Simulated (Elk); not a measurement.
**Cobalt: spin-resolved bands and density of states**

Wanted: the exchange-split electronic structure of Cobalt.

Method: PBE; all-electron APW+lo, Dirac cores, scalar-relativistic bands, in Elk 11.2.3 (patched build).

**1. The starting structure**

Symmetry: P6_3/mmc, No. 194, hexagonal system. Conventional cell: a = 2.507 Å, b = 2.507 Å, c = 4.070 Å, α = 90.00°, β = 90.00°, γ = 120.00°. Co has 12 Co at 2.50 to 2.51 Å nearest.

Structure file:

```cif
data_structure
_symmetry_space_group_name_H-M 'P6_3/mmc'
_symmetry_Int_Tables_number 194
_cell_length_a 2.5074
_cell_length_b 2.5074
_cell_length_c 4.0699
_cell_angle_alpha 90.000
_cell_angle_beta 90.000
_cell_angle_gamma 120.000
_cell_volume 22.16
loop_
_atom_site_label
_atom_site_type_symbol
_atom_site_symmetry_multiplicity
_atom_site_Wyckoff_symbol
_atom_site_fract_x
_atom_site_fract_y
_atom_site_fract_z
_atom_site_occupancy
Co1 Co 2 c 0.33333 0.66667 0.25000 1
```

**2. The magnetic state**

Bands and densities of states are read from a converged potential, so the magnetic state comes first.

This is the lowest of the starts that converged (ferro ++).

The last three numbers of an atom's line are a seed field in its sphere. It points against the wanted moment and shrinks by the factor reducebf each loop.

elk.in reads:

```
tasks
  0

xctype
  20

rgkmax
  7.0

nempty
  14

swidth
  0.002

reducebf
  0.5

epsengy
  1e-05

maxscl
  100

lmaxi
  2

spinpol
  .true.

sppath
  './'

avec
  4.73829928489 0.00000000000 0.00000000000
  -2.36914964244 4.10348755135 0.00000000000
  0.00000000000 0.00000000000 7.69099635461

atoms
  1
  'Co.in'
  2
  0.3333333333 0.6666666667 0.2500000000   0.000000 0.000000 -0.060000
  0.6666666667 0.3333333333 0.7500000000   0.000000 0.000000 -0.060000

ngridk
  12 12 6
```

Run with:

```bash
$ OMP_NUM_THREADS=2 elk
```

Numbers of over 12 decimals in the logs are rounded to 6 here.

What it wrote:

```text
Warning(gndstate): core states of species 1 leak from the muffin-tin :   0.6699493227E-03

--- INFO.OUT ---
┌─────────────────────────┐
│ Elk code version 11.2.3 │
└─────────────────────────┘

All units are atomic (Hartree, Bohr, etc.)

┌─────────────────────────────────────────────────┐
│ Ground-state run starting from atomic densities │
└─────────────────────────────────────────────────┘

Lattice vectors :
   4.738299285       0.000000000       0.000000000
  -2.369149642       4.103487551       0.000000000
   0.000000000       0.000000000       7.690996355

Species : 1 (Co)
 parameters loaded from : Co.in
 name : cobalt
 nuclear charge    :   -27.00000000
 electronic charge :    27.00000000
 atomic mass :    107428.6517
 muffin-tin radius :    2.334644196
 number of radial points in muffin-tin :    993
 inner part over the whole radius :   0.9921812145E-02
 number on inner part of muffin-tin    :    700
 approximate nuclear radius :   0.7243775530E-04
 number of mesh points to nuclear radius :    334
 atomic positions (lattice), magnetic fields (Cartesian) :
  1 :   0.33333333  0.16666667  0.25000000    0.00000000  0.00000000 -0.06000000
  2 :  -0.33333333 -0.16666667 -0.25000000    0.00000000  0.00000000 -0.06000000

Total number of atoms per unit cell :    2
Total muffin-tin volume :    106.6057705
 ratio of muffin-tin to unit cell volume :   0.7128899609

Spin treatment :
 spin-polarised
 global magnetic field (Cartesian) :    0.000000000       0.000000000       0.000000000
 collinear magnetisation in z-direction

Number of Bravais lattice symmetries :   24
Number of crystal symmetries         :   24
Crystal has inversion symmetry
Real symmetric eigensolver will be used

k-point grid :     12    12     6
k-point offset :    0.000000000       0.000000000       0.000000000
k-point set is reduced with full crystal symmetry group
Total number of k-points :       76

Muffin-tin radius times maximum |G+k| :    7.000000000
 using average radius
Maximum |G+k| for APW functions       :    2.998315551
Maximum (1/2)|G+k|²                   :    4.494948072
Maximum |G| for potential and density :    12.00000000
Constant for pseudocharge density :    7
 order of it for each species :   14
 order of it for pair densities of each species (exact exchange by exxq0 0: 14) :   10
Radial integration step length :    1

G-vector grid sizes :     20    20    30
Number of G-vectors :     4331

Maximum angular momentum used for
 APW functions            :    8
 outer part of muffin-tin :    6
 inner part of muffin-tin :    2

Number of empty states         :     28
Total number of valence states :     88
Total number of core states    :     24

Third-order local-orbitals added for an l without core states : T
Total number of local-orbitals :     44

Exchange-correlation functional :     20     0     0
 Perdew-Burke-Ernzerhof, Phys. Rev. Lett. 77, 3865 (1996)
 gradient requirement :    1
 generalised gradient approximation (GGA)

Smearing type :    3
 Fermi-Dirac
Smearing width :   0.2000000000E-02
Effective electronic temperature (K) :    631.5500496

Mixing type :    3
 Broyden mixing, J. Phys. A: Math. Gen. 17, L317 (1984)

Kohn-Sham potential initialised from atomic data

┌──────────────────────────────┐
│ Self-consistent loop started │
└──────────────────────────────┘

┌─────────────────┐
│ Loop number : 1 │
└─────────────────┘

Energies :
 Fermi                       :     0.209237
 sum of occupied eigenvalues :     -1612.4057287346
 electron kinetic            :      2825.0852434880
 core electron kinetic       :      2558.1809783940
 Coulomb                     :     -5493.1033753058
 Coulomb potential           :     -4281.9830830912
 nuclear-nuclear             :     -499.77031406297
 electron-nuclear            :     -5725.2120484081
 Hartree                     :      731.87898716531
 Madelung                    :     -3352.1118337602
 xc potential                :     -155.28164048643
 xc effective B-field        :    -0.168940
 external B-field            :      0.000000
 exchange                    :     -116.59506455327
 correlation                 :     -2.549034
 electron entropic           :    -0.72628526874140E-03
 total energy                :     -2787.1629570685
 (external B-field energy excluded from total)

Density of states at Fermi energy :    55.87318604
 (states/Hartree/unit cell)

Estimated indirect band gap :   0.9642305526E-03
 from k-point 2 to k-point 27
Estimated direct band gap   :   0.3904618685E-02
 at k-point 50

Charges :
 core                        :    24.00000000
 valence                     :    30.00000000
 interstitial                :    1.794719234
 muffin-tins (core leakage)
  species : 1 (Co)
   atom 1                    :    26.10264038     (  0.6902775035E-03)
   atom 2                    :    26.10264038     (  0.6902775035E-03)
 total in muffin-tins        :    52.20528077
 total calculated charge     :    53.99706628
 total charge                :    54.00000000
 error                       :   0.2933722356E-02

Moments :
 interstitial                :  -0.1027960797
 muffin-tins
  species : 1 (Co)
   atom 1                    :    1.941833523
   atom 2                    :    1.941833523
 total in muffin-tins        :    3.883667047
 total moment                :    3.780870967

[... earlier loops left out ...]

┌──────────────────┐
│ Loop number : 16 │
└──────────────────┘

Energies :
 Fermi                       :     0.302181
 sum of occupied eigenvalues :     -1607.0332167634
 electron kinetic            :      2828.1923156754
 core electron kinetic       :      2558.2637294951
 Coulomb                     :     -5495.7336401916
 Coulomb potential           :     -4280.1676479013
 nuclear-nuclear             :     -499.77031406297
 electron-nuclear            :     -5732.3446569121
 Hartree                     :      736.38133078347
 Madelung                    :     -3355.6498162410
 xc potential                :     -154.92440362298
 xc effective B-field        :    -0.133481
 external B-field            :      0.000000
 exchange                    :     -116.85500339463
 correlation                 :     -2.549671
 electron entropic           :    -0.71425285937459E-03
 total energy                :     -2786.9467131270
 (external B-field energy excluded from total)

Density of states at Fermi energy :    54.78289724
 (states/Hartree/unit cell)

Estimated indirect band gap :   0.1570521735E-03
 from k-point 68 to k-point 42
Estimated direct band gap   :   0.1785644259E-02
 at k-point 22

Charges :
 core                        :    24.00000000
 valence                     :    30.00000000
 interstitial                :    1.693570375
 muffin-tins (core leakage)
  species : 1 (Co)
   atom 1                    :    26.15321481     (  0.6699493227E-03)
   atom 2                    :    26.15321481     (  0.6699493227E-03)
 total in muffin-tins        :    52.30642962
 total calculated charge     :    53.99708875
 total charge                :    54.00000000
 error                       :   0.2911251401E-02

Moments :
 interstitial                :  -0.1028699478
 muffin-tins
  species : 1 (Co)
   atom 1                    :    1.727403670
   atom 2                    :    1.727403670
 total in muffin-tins        :    3.454807340
 total moment                :    3.351937393

┌──────────────────────────────┐
│ Self-consistent loop stopped │
└──────────────────────────────┘

Warning : core states of species 1 leak from the muffin-tin :   0.6699493227E-03

Wrote STATE.OUT
```

Run time: 88 s. Hardware: 2 threads of Arm Neoverse V2, shared host; peak memory 0.12 GiB.

Read from the output:

| Item | Value |
| --- | --- |
| density of states at the Fermi level | 2.013 states/eV/cell |
| moment between the spheres | -0.1029 μB |
| magnetization | 3.352 μB |
| final state | ferromagnetic |
| largest moment | 1.727 μB |

**3. Bands and density of states**

The potential is kept. Point names follow a standard table for this cell's lattice and can differ from other conventions. The density of states is interpolated from the levels on the mesh (so its value at the Fermi level can differ from the smeared one of the ground-state run), and the bands are solved anew along a path of special points.

elk.in reads:

```
tasks
  10
  20
  15
  33
  73

xctype
  20

rgkmax
  7.0

nempty
  14

swidth
  0.002

reducebf
  0.5

epsengy
  1e-05

maxscl
  100

lmaxi
  2

spinpol
  .true.

sppath
  './'

avec
  4.73829928489 0.00000000000 0.00000000000
  -2.36914964244 4.10348755135 0.00000000000
  0.00000000000 0.00000000000 7.69099635461

atoms
  1
  'Co.in'
  2
  0.3333333333 0.6666666667 0.2500000000   0.000000 0.000000 -0.000060
  0.6666666667 0.3333333333 0.7500000000   0.000000 0.000000 -0.000060

ngridk
  12 12 6

wplot
  300 60 1
  -0.35000 0.25000

plot1d
  7 84
  0.00000000 0.00000000 0.00000000
  0.50000000 0.00000000 0.00000000
  0.33333333 0.33333333 0.00000000
  0.00000000 0.00000000 0.00000000
  0.00000000 0.00000000 0.50000000
  0.50000000 0.00000000 0.50000000
  0.33333333 0.33333333 0.50000000

plot3d
  0 0 0
  1 0 0
  0 1 0
  0 0 1
  13 13 21
```

Run with:

```bash
$ OMP_NUM_THREADS=2 elk
```

What it wrote:

```text
┌─────────────────────────────────┐
│ Elk code version 11.2.3 started │
└─────────────────────────────────┘

Info(readinput): the functional depends on the density's gradient
 muffin-tin radial points multiplied by    2.00000
 (not where nrmtscf is given)

┌───────────────────┐
│ Current task : 10 │
└───────────────────┘
Info(checkmt): changed muffin-tin radius of species 1 (Co) from   2.4000 to   2.3346

Info(findsymcrys): atomic basis shift (lattice) :
   0.000000000      0.5000000000       0.000000000
See GEOMETRY.OUT for new atomic positions

Info(writedos):
 Total density of states written to TDOS.OUT

 Partial density of states written to PDOS_Sss_Aaaaa.OUT
 for all species and atoms

 Spin-quantisation axis :    0.000000000       0.000000000       1.000000000

 Eigenvalues of a random matrix symmetrised with the site
 symmetries in the Yₗₘ basis written to ELMIREP.OUT for all
 species and atoms. Degenerate eigenvalues correspond to
 irreducible representations of each site symmetry group

 Interstitial density of states written to IDOS.OUT

 Fermi energy is at zero in plots

 DOS units are states/Hartree/unit cell

┌───────────────────┐
│ Current task : 20 │
└───────────────────┘

Info(bandstr):
 Band structure plot written to BAND.OUT

 Fermi energy is at zero in plot

 Vertex location lines written to BANDLINES.OUT

┌───────────────────┐
│ Current task : 15 │
└───────────────────┘

Info(writelsj):
 muffin-tin L, S and J expectation values written to LSJ.OUT

┌───────────────────┐
│ Current task : 33 │
└───────────────────┘

Info(rhoplot): 3D density plot written to RHO3D.OUT

┌───────────────────┐
│ Current task : 73 │
└───────────────────┘

Info(vecplot):
 3D magnetisation density written to MAG3D.OUT

┌──────────────────┐
│ Elk code stopped │
└──────────────────┘
```

Run time: 52 s. Hardware: 2 threads; peak memory 0.16 GiB; 92 s of CPU time.

The electronic bands at the labelled points (eV, zero at the Fermi level; # counts the bands kept):

| point | up #9 | up #10 | up #11 | up #12 | down #7 | down #8 | down #9 | down #10 |
| --- | --- | --- | --- | --- | --- | --- | --- | --- |
| Γ | -1.92 | -0.88 | -0.88 | -0.24 | -0.51 | -0.24 | -0.08 | -0.08 |
| 0.53 of the way | -1.60 | -1.43 | -0.71 | 4.51 | -0.58 | 0.16 | 0.20 | 0.42 |
| M | -0.65 | -0.59 | 1.19 | 3.15 | -0.58 | 1.22 | 1.34 | 1.38 |
| halfway | -0.77 | -0.74 | 2.20 | 3.72 | -0.47 | 1.02 | 1.19 | 1.20 |
| K | -0.97 | -0.88 | 4.33 | 5.10 | -0.27 | 0.93 | 0.93 | 1.08 |
| 0.47 of the way | -1.25 | -0.84 | -0.76 | 5.46 | -0.47 | -0.01 | 0.59 | 0.96 |
| Γ | -1.92 | -0.88 | -0.88 | -0.24 | -0.51 | -0.24 | -0.08 | -0.08 |
| halfway | -1.61 | -1.61 | -0.91 | -0.91 | -0.68 | -0.68 | 0.26 | 0.26 |
| A | -1.17 | -1.17 | -1.17 | -1.16 | -0.93 | -0.93 | 0.76 | 0.76 |
| 0.53 of the way | -1.14 | -1.14 | -0.44 | -0.44 | -0.20 | -0.20 | 0.78 | 0.78 |
| L | -0.64 | -0.64 | 1.46 | 1.46 | 0.25 | 0.25 | 1.32 | 1.32 |
| halfway | -0.76 | -0.76 | 3.10 | 3.10 | 0.13 | 0.13 | 1.17 | 1.17 |
| H | -0.81 | -0.81 | 5.51 | 5.51 | -0.12 | -0.12 | 1.11 | 1.11 |

The density of states has structure finer than the step of the table below, so its rows give means over 0.5 eV, whole bins alone (the curve runs from -9.52 to 6.75 eV). Peaks (eV: height): up -4.30: 1.95, -3.43: 2.93, -2.18: 3.31, -0.76: 4.74; down -2.07: 2.63, -0.54: 3.25, 1.20: 4.57; Co1 d up -3.43: 1.22, -2.18: 1.50, -0.76: 2.32; Co1 d down -2.07: 1.02, -0.54: 1.44, 1.20: 2.24.

Density of states against energy, zero at the Fermi level; means over each step; values in states/eV/cell:

| energy (eV) | up | down | Co1 d up | Co1 d down |
| --- | --- | --- | --- | --- |
| -9.0 | 0.00184 | 6.5e-4 | 0 | 0 |
| -8.5 | 0.0367 | 0.0312 | 3.2e-5 | 0 |
| -8.0 | 0.0660 | 0.0612 | 2.9e-4 | 1.5e-4 |
| -7.5 | 0.0897 | 0.0829 | 9.5e-4 | 5.1e-4 |
| -7.0 | 0.115 | 0.104 | 0.00257 | 0.00128 |
| -6.5 | 0.149 | 0.128 | 0.00635 | 0.00283 |
| -6.0 | 0.201 | 0.155 | 0.0157 | 0.00573 |
| -5.5 | 0.313 | 0.191 | 0.0453 | 0.0113 |
| -5.0 | 0.883 | 0.247 | 0.248 | 0.0229 |
| -4.5 | 1.57 | 0.360 | 0.571 | 0.0537 |
| -4.0 | 1.60 | 0.703 | 0.645 | 0.171 |
| -3.5 | 2.19 | 0.934 | 0.917 | 0.286 |
| -3.0 | 1.74 | 1.26 | 0.763 | 0.462 |
| -2.5 | 3.06 | 1.38 | 1.38 | 0.537 |
| -2.0 | 2.50 | 1.82 | 1.13 | 0.714 |
| -1.5 | 1.91 | 1.25 | 0.900 | 0.524 |
| -1.0 | 3.12 | 2.64 | 1.52 | 1.15 |
| -0.5 | 1.46 | 2.51 | 0.699 | 1.11 |
| 0.0 | 0.330 | 1.50 | 0.118 | 0.687 |
| 0.5 | 0.319 | 1.63 | 0.0957 | 0.779 |
| 1.0 | 0.332 | 3.17 | 0.0857 | 1.55 |
| 1.5 | 0.277 | 1.17 | 0.0643 | 0.547 |
| 2.0 | 0.252 | 0.459 | 0.0532 | 0.176 |
| 2.5 | 0.246 | 0.384 | 0.0477 | 0.131 |
| 3.0 | 0.235 | 0.314 | 0.0422 | 0.0956 |
| 3.5 | 0.237 | 0.286 | 0.0406 | 0.0787 |
| 4.0 | 0.221 | 0.266 | 0.0364 | 0.0669 |
| 4.5 | 0.187 | 0.258 | 0.0293 | 0.0601 |
| 5.0 | 0.204 | 0.231 | 0.0308 | 0.0504 |
| 5.5 | 0.0890 | 0.198 | 0.0133 | 0.0403 |
| 6.0 | 0.0503 | 0.179 | 0.00770 | 0.0347 |

**4. What came out**

- state: ferromagnetic
- largest moment: 1.73 μB

What this shows: Right at the Fermi level (the table gives means over its steps) the density of states is 0.32 states/eV a cell for spin up and 1.5 for spin down. Within the window shown, the centres of the Co1 d states of the two spins lie 1.7 eV apart, a rough measure of the splitting of the spins. The state is the lowest of the starts that converged. These are Kohn–Sham levels without spin–orbit coupling.

[Logs and program files are shortened in this print: banners, set-up blocks, solver, clock and traceback lines can be left out without a mark of their own.]

[Logs are printed without paths, hosts, clocks, repeated set-up lines and the standing remarks that a program may print on its own settings, such as how far it seeks lower states.]

[Hosts, paths, dates, database ids (printed as entryN), source tags and the programs' standing remarks are cut or masked in the printed files.]

[Where a cell is said to come from a database of computed structures, the database is the Materials Project.]
